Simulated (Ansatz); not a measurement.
# La3TlC (Pm-3m): following an unstable mode

Which phase does La3TlC (Pm-3m) fall into along its unstable mode, and how much energy does it gain?

Method: DFT PBEsol, scalar-relativistic, plane waves, PAW; PAW set soft_1, in Ansatz 0.2.0.

This is a report of a sequence of runs, with most program output left out.

**1. Starting point**

Symmetry: Pm-3m, No. 221, cubic system. Conventional cell: a = 5.163 Å, b = 5.163 Å, c = 5.163 Å, α = 90.00°, β = 90.00°, γ = 90.00°. Nearest to La lie 2 C at 2.58 Å and 8 La at 3.65 Å and 4 Tl at 3.65 Å. Nearest to Tl lie 12 La at 3.65 Å. C has 6 La at 2.58 Å nearest. Farther neighbours are not listed.

**2. The dispersion**

The cell comes from relaxations at this level that are not shown. Stability and thermal properties need the whole zone. Linear response on a 2×2×2 q mesh gives force constants as far as a supercell of that size would.

Contents of input.yaml:

```yaml
crystal:
  lattice:
    - [5.1631067513, 0.0, 0.0]
    - [0.0, 5.1631067513, 0.0]
    - [0.0, 0.0, 5.1631067513]
  atoms:
    - { symbol: La, position: [0.5, 0.0, 0.5] }
    - { symbol: La, position: [0.0, 0.5, 0.5] }
    - { symbol: La, position: [0.5, 0.5, 0.0] }
    - { symbol: Tl, position: [0.0, 0.0, 0.0] }
    - { symbol: C, position: [0.5, 0.5, 0.5] }
kpoints:
  mp_grid: { grid: [8, 8, 8] }
hamiltonian:
  xc: pbesol
  pseudopotentials: { kind: paw, azcp: { folder: soft_1 }, xc_functional: pbe }
scf:
  occupations: { method: methfessel_paxton, width: 0.2 }
output:
  eigenvalues: true
phonons:
  method: dfpt
  qmesh: [2, 2, 2]
  temperatures: { t_max: 1000, t_step: 50 }
  qpath:
    path:
      - [[0.0, 0.0, 0.0], [0.0, 0.5, 0.0], [0.5, 0.5, 0.0], [0.0, 0.0, 0.0], [0.5, 0.5, 0.5], [0.0, 0.5, 0.0]]
      - [[0.5, 0.5, 0.5], [0.5, 0.5, 0.0]]
    npoints: 10
```

Launch:

```
ansatz run input.yaml --threads 4 --pin off --max-ram 10240MiB --backend cpu --events-out ev --progress --plain --runs-dir out
```

Elapsed: 7.8 min, on 4 threads of Arm Neoverse V1, shared host; peak memory 2 GiB.

Numbers from this step:

| Quantity | Value |
| --- | --- |
| volume per atom | 27.53 Å³ |
| gap on the k-mesh | 0 eV |
| sum-rule residual before enforcement | 2.86e-5 eV/Å² |
| lowest frequency on the path | -151.1 cm⁻¹ |
| point group | m-3m |
| highest frequency on the path or at a solved wavevector | 383.6 cm⁻¹ |
| highest optical mode at the zone centre (no LO-TO term) | 130.8 cm⁻¹ |
| lowest optical zone-centre mode | -151.1 cm⁻¹ |
| lowest mode on the q mesh (acoustic modes at Γ apart) | -151.1 cm⁻¹ |

Frequencies (cm⁻¹) solved at each irreducible wavevector; negative means imaginary. Frequencies by wavevector, by row:

```
q in reciprocal lattice units  star  mode 1  mode 2  mode 3  mode 4  mode 13  mode 14  mode 15
                        0 0 0     1  -151.1  -151.1  -151.1   -40.9    130.8    130.8    130.8
                     0 0 -0.5     3   -97.1   -97.1    45.1    45.1    130.1    130.8    377.6
                  0 -0.5 -0.5     3    14.2    55.2    55.2    56.1      243    371.1    371.1
               -0.5 -0.5 -0.5     1   -25.1   -25.1   -25.1    47.9    383.6    383.6    383.6
```

Interpolated from a 2×2×2 q mesh. The phonon branches at the labelled points (cm⁻¹):

```
    point  branch 1  branch 2  branch 3  branch 4  branch 12  branch 13  branch 14  branch 15
        Γ      -151      -151      -151       -41         58        131        131        131
  halfway      -119      -119        22        22        127        127        131        245
        X       -97       -97        45        45        130        130        131        378
  halfway        34        39        47        50        144        179        261        374
        M        14        55        55        56        154        243        371        371
  halfway        15        19        36        41        136        139        253        253
        Γ      -151      -151      -151       -41         58        131        131        131
  halfway         9        33        33        52        150        273        273        273
        R       -25       -25       -25        48        185        384        384        384
  halfway        25        28        37        53        159        292        292        376
        X       -97       -97        45        45        130        130        131        378
jump to R       -25       -25       -25        48        185        384        384        384
  halfway       -15        29        29        52        171        320        377        377
        M        14        55        55        56        154        243        371        371
```

Symmetry leaves 4 wavevectors to solve. The lowest mode among them, the acoustic zeros apart, lies at Γ and is imaginary, 151.1i cm⁻¹, so the energy falls along it.

**3. The mode frozen in, largest atomic shift 0 Å**

The mode followed lies at q = (0, 0, -0.5) with frequency 97.1i cm⁻¹ and is 2-fold degenerate, one of the unstable modes though not the softest. At small amplitude the distorted cell has space group no. 63 by a symmetry search on the positions. The undistorted cell that holds it gives the zero of energy on the same k mesh.

System of this step: La3TlC. It takes space group Pm-3m (No. 221, cubic). The conventional cell has a = 5.163 Å, b = 5.163 Å, c = 5.163 Å, α = 90.00°, β = 90.00°, γ = 90.00°. Nearest to La lie 2 C at 2.58 Å and 8 La at 3.65 Å and 4 Tl at 3.65 Å. Nearest to La lie 2 C at 2.58 Å and 4 Tl at 3.65 Å and 8 La at 3.65 Å. Nearest to Tl lie 12 La at 3.65 Å. C has 6 La at 2.58 Å nearest. Farther neighbours are not listed.

Contents of input.yaml:

```yaml
crystal:
  lattice:
    - [5.1631067513, 0.0, 0.0]
    - [0.0, 5.1631067513, 0.0]
    - [0.0, 0.0, 10.3262135025]
  atoms:
    - { symbol: La, position: [0.5, 0.0, 0.25] }
    - { symbol: La, position: [0.5, 0.0, 0.75] }
    - { symbol: La, position: [0.0, 0.5, 0.25] }
    - { symbol: La, position: [0.0, 0.5, 0.75] }
    - { symbol: La, position: [0.5, 0.5, 0.5] }
    - { symbol: La, position: [0.5, 0.5, 0.0] }
    - { symbol: Tl, position: [0.0, 0.0, 0.0] }
    - { symbol: Tl, position: [0.0, 0.0, 0.5] }
    - { symbol: C, position: [0.5, 0.5, 0.25] }
    - { symbol: C, position: [0.5, 0.5, 0.75] }
kpoints:
  mp_grid: { grid: [8, 8, 4] }
hamiltonian:
  xc: pbesol
  pseudopotentials: { kind: paw, azcp: { folder: soft_1 }, xc_functional: pbe }
scf:
  occupations: { method: methfessel_paxton, width: 0.2 }
output:
  forces: true
  stress: true
  eigenvalues: true
```

Run time: 15 s. Hardware: 4 threads; peak memory 1.1 GiB; 57 s of CPU time.

Numbers from this step:

```yaml
pressure: -2.85e-4 GPa
energy_from_the_undistorted_cell: 0 meV/atom
```

The run ends at a pressure of 0.00 GPa.

**4. The mode frozen in, largest atomic shift 0.08 Å**

The atoms are moved along the unstable eigenvector, the largest shift by 0.08 Å, with the cell fixed.

input.yaml, the sections that differ from step 3:

```yaml
crystal:
  lattice:
    - [5.1631067513, 0.0, 0.0]
    - [0.0, 5.1631067513, 0.0]
    - [0.0, 0.0, 10.3262135025]
  atoms:
    - { symbol: La, position: [0.4975507454, -8.0791e-06, 0.25] }
    - { symbol: La, position: [0.5024492546, 8.0791e-06, 0.75] }
    - { symbol: La, position: [8.0791e-06, 0.5024492546, 0.25] }
    - { symbol: La, position: [-8.0791e-06, 0.4975507454, 0.75] }
    - { symbol: La, position: [0.5, 0.5, 0.5] }
    - { symbol: La, position: [0.5, 0.5, 0.0] }
    - { symbol: Tl, position: [0.0, 0.0, 0.0] }
    - { symbol: Tl, position: [0.0, 0.0, 0.5] }
    - { symbol: C, position: [0.5109562992, 0.4890437008, 0.25] }
    - { symbol: C, position: [0.4890437008, 0.5109562992, 0.75] }
# kpoints, hamiltonian, scf, output: as in step 3
```

Wall time 20 s (4 threads); peak memory 1.2 GiB; 78 s of CPU time.

This step gave:

- pressure: -0.006202 GPa
- energy from the undistorted cell: -0.206 meV/atom

The energy, extrapolated to zero smearing, is -0.21 meV/atom against the undistorted cell.

The run ends at a pressure of -0.01 GPa, with forces up to 0.044 eV/Å.

**5. Energy along the mode, all amplitudes (two of the runs are shown above)**

An imaginary frequency means negative curvature, so the energy should fall and then rise again as anharmonic terms take over.

This step gave:

```yaml
depth_at_the_lowest_point_sampled: 0.206 meV/atom
largest_atomic_shift_at_that_point: 0.08 Å
```

Table of energy from the parent by largest atomic shift:

```
largest atomic shift (Å)  energy from the parent (meV/atom)
                  0.0000                                  0
                  0.0400                             -0.115
                  0.0800                             -0.206
                  0.1400                              0.605
                  0.2200                               4.60
```

Displacement at unit largest shift by atom:

```
atom   x (Å)   y (Å)  z (Å)   size
 La1  -0.158  -0.001  0.000  0.158
 La2   0.158   0.001  0.000  0.158
 La3   0.001   0.158  0.000  0.158
 La4  -0.001  -0.158  0.000  0.158
 La5   0.000   0.000  0.000  0.000
 La6   0.000   0.000  0.000  0.000
 Tl7   0.000   0.000  0.000  0.000
 Tl8   0.000   0.000  0.000  0.000
  C9   0.707  -0.707  0.000  1.000
 C10  -0.707   0.707  0.000  1.000
```

The lowest of the steps tried is at 0.08 Å, 0.206 meV/atom below the parent; the bottom of the well need not coincide with a step.

**6. Relaxation from the frozen mode**

Starting from the lowest point found, all atoms and the cell are let go, so that strain and other modes of the same symmetry can join in.

Edit input.yaml of step 4 so:

```diff
@@ -27 +27,6 @@
   eigenvalues: true
+relax:
+  adjacent_minimum: "off"
+  f_tol: 0.002
+  max_steps: 120
+  cell: { stress_tol: 0.03 }
```

Elapsed: 2.7 min, on 4 threads; peak memory 1.3 GiB.

Step by step:

```
step  energy less that of the first step (eV)  largest force component (eV/Å)  pressure (GPa)  volume (Å³)
   1                                   0.0000                          0.0406           -0.01       275.27
   2                                  -0.0026                          0.0365            0.00       275.09
   3                                  -0.0020                          0.0358            0.01       275.17
   4                                  -0.0032                          0.0140           -0.01       275.16
   5                                  -0.0033                          0.0121            0.00       275.13
   6                                  -0.0035                          0.0039           -0.05       275.25
   7                                  -0.0036                          0.0003            0.02       274.98
  8*                                  -0.0036                          0.0003            0.02       274.98
```

Relaxation steps marked * repeat the geometry before them on a plane-wave basis chosen anew for their cell, so energy and pressure can jump there. Relaxation step 3 was tried and not accepted.

The run keeps the 8 symmetry operations that it works with, so distortions that break them were not tested.

```
conventional cell, symmetrised  before   after  change
                         a (Å)   7.302   7.283  -0.3 %
                         b (Å)   7.302   7.301  -0.0 %
                         c (Å)  10.326  10.343  +0.2 %
              volume (Å³/atom)   27.53   27.50  -0.1 %
```

The atoms that moved most (Å, as changes of fractional coordinates times the final cell):

```
atom      dx      dy     dz  length
 La3  -0.012   0.048  0.000   0.050
 La2   0.048  -0.012  0.000   0.050
 La1  -0.048   0.012  0.000   0.050
 La4   0.012  -0.048  0.000   0.050
 C10   0.005  -0.005  0.000   0.007
  C9  -0.005   0.005  0.000   0.007
```

Numbers from this step:

```yaml
pressure: 0.01502 GPa
volume_per_atom: 27.50 Å³
```

The distorted start has space group Cmcm; the relaxation ends in Cmcm.

**7. The new phase in its own primitive cell**

The relaxed structure is symmetrised, reduced to its primitive cell and relaxed tightly, as its phonons need.

input.yaml, the sections that differ from step 6:

```yaml
crystal:
  lattice:
    - [3.6413766949, -3.6503872238, 0.0]
    - [3.6413766949, 3.6503872238, 0.0]
    - [0.0, 0.0, 10.3433936511]
  atoms:
    - { symbol: La, position: [0.4881566532, 0.002358995, 0.25] }
    - { symbol: La, position: [0.5118433468, 0.997641005, 0.75] }
    - { symbol: La, position: [0.997641005, 0.5118433468, 0.25] }
    - { symbol: La, position: [0.002358995, 0.4881566532, 0.75] }
    - { symbol: La, position: [0.5, 0.5, 0.5] }
    - { symbol: La, position: [0.5, 0.5, 0.0] }
    - { symbol: Tl, position: [0.0, 0.0, 0.0] }
    - { symbol: Tl, position: [0.0, 0.0, 0.5] }
    - { symbol: C, position: [0.5099581303, 0.4900418697, 0.25] }
    - { symbol: C, position: [0.4900418697, 0.5099581303, 0.75] }
relax:
  adjacent_minimum: "off"
  f_tol: 0.001
  max_steps: 60
  cell: { stress_tol: 0.01 }
# kpoints, hamiltonian, scf, output: as in step 6
```

Elapsed: 81 s, on 4 threads; peak memory 1.3 GiB.

Little changed from the start: no atom moved by 0.005 Å and no cell edge by 0.1 %.

This step gave:

```
pressure        : -6.16e-4 GPa
volume per atom : 27.51 Å³
```

The largest force component left is 0.71 meV/Å and the pressure is -0.001 GPa, within the tolerances set. The cell now holds 27.51 Å³/atom.

**8. Modes of the new phase, k-mesh 8×8×4**

A relaxed structure may still be a saddle point, so its zone-centre modes are computed. No field response is asked, since the mesh shows no gap.

input.yaml, the sections that differ from step 7:

```yaml
crystal:
  lattice:
    - [3.6421485022, -3.6507829011, 0.0]
    - [3.6421485022, 3.6507829011, 0.0]
    - [0.0, 0.0, 10.3428326723]
  atoms:
    - { symbol: La, position: [0.4881893978, 0.0023625313, 0.25] }
    - { symbol: La, position: [0.5118106022, 0.9976374687, 0.75] }
    - { symbol: La, position: [0.9976374687, 0.5118106022, 0.25] }
    - { symbol: La, position: [0.0023625313, 0.4881893978, 0.75] }
    - { symbol: La, position: [0.5, 0.5, 0.5] }
    - { symbol: La, position: [0.5, 0.5, 0.0] }
    - { symbol: Tl, position: [0.0, 0.0, 0.0] }
    - { symbol: Tl, position: [0.0, 0.0, 0.5] }
    - { symbol: C, position: [0.5099526042, 0.4900473958, 0.25] }
    - { symbol: C, position: [0.4900473958, 0.5099526042, 0.75] }
output:
  eigenvalues: true
phonons:
  method: dfpt
# kpoints, hamiltonian, scf: as in step 7
# relax: removed
```

The job ended after 27 min (4 threads; peak memory 7 GiB).

The run was cut off at the time limit after its SCF cycle had converged; no result of it is taken.

The program's message: “Warning:”

**9. Results**

```json
{
  "unstable mode of the parent": "q = (0, 0, -0.5), 97i cm⁻¹",
  "depth at the lowest point sampled": "0.206 meV/atom",
  "largest atomic shift at that point": "0.08 Å",
  "space group reached (within 0.01 Å)": "Cmcm",
  "energy gained over the parent (first relaxation, on the mesh of the frozen mode)": "0.556 meV/atom",
  "volume per atom, phase reached": "27.5 Å³"
}
```

**Reading.** Along this mode the structure falls into Cmcm, 0.556 meV/atom below the parent. At the parent's cell the well is 0.206 meV/atom deep on the steps tried, with its lowest point at a shift of 0.08 Å. Relaxing atoms and cell changes the gain by +0.35 meV/atom against the lowest step (energies at zero smearing). Most of the total comes from this relaxation. The modes of the phase reached were not computed on this path. How so shallow a well moves with the k mesh was not tested. Of the 5 patterns followed to their end from this parent, this one ends 5.40 meV/atom above the lowest, Amm2. Another end point lies within 1 meV/atom; how such a difference moves with mesh and cutoff was not tested. Each path keeps the symmetry of its pattern, so a lower phase may lie along a pattern not tried. With no gap, or one that is small against the smearing, the frequencies hang on the k mesh and the smearing, most of all near Kohn anomalies. Spin-orbit coupling is left out, which can matter for the heavy elements here. The PAW files were made for PBE and serve the other functionals too. A phonon run warned that its eigensolver left some bands unconverged in a pass.

[Logs are printed without paths, hosts, clocks, repeated set-up lines and the standing remarks that a program may print on its own settings, such as how far it seeks lower states.]

[Hosts, paths, dates, database ids (printed as entryN), source tags and the programs' standing remarks are cut or masked in the printed files.]
